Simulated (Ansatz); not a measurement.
# Tunnelling from Al(111) to Al(111): the current at the widest gap

Three vacuum gaps between Al(111) and Al(111) are known. What current density flows at 0.25 V across 6.5 Å?

Set-up. Ansatz 0.2.0, plane waves with PAW datasets, r2SCAN; a slab with two metal leads whose outer parts are reservoirs, with density and current solved under bias (Landauer, 300 K). The gap is counted from plane to plane of nuclei, and atoms stay on ideal sites.

The runs, with one result withheld:

```
gap (Å)  drop between the leads' cuts at 0.25 V (V)  current density at 0.25 V (A/m²)
    3.5                                       0.127                         1.57×10¹⁴
    4.5                                       0.218                         4.03×10¹³
    5.5                                       0.244                         7.88×10¹²
    6.5                                       0.248                                 ?
```

**Fit on the rows shown.**

Tunnelling falls as exp(−βd). From 3.5 to 4.5 Å, β = ln(1.57×10¹⁴/4.03×10¹³)/1 = 1.36 Å⁻¹, and from 4.5 to 5.5 Å it is 1.63 Å⁻¹; the slope still steepens as the gap leaves contact, so the wider pair is taken. Then 7.88×10¹² × exp(−1.63 × 1). Predicted: 1.54×10¹² A/m².

**The withheld run.**

1.20×10¹² A/m², so the prediction is 28 % too high. The last step has β = 1.88 Å⁻¹, an apparent barrier ħ²β²/8m of 3.4 eV: the decay of this current is still steepening. The conductances at 0 V give β = 1.47 and 1.36 Å⁻¹ for the last two steps; at 6.5 Å that conductance times the bias is 2.0 times the current, an excess of like faces at zero bias that the bias removes, so it is the poorer guide to the barrier.

Caveats: On every other k-point the currents of these runs, at any bias, move by up to 6.5 %. A semilocal functional lacks the image potential's tail.

[Logs are printed without paths, hosts, clocks, repeated set-up lines and the standing remarks that a program may print on its own settings, such as how far it seeks lower states.]
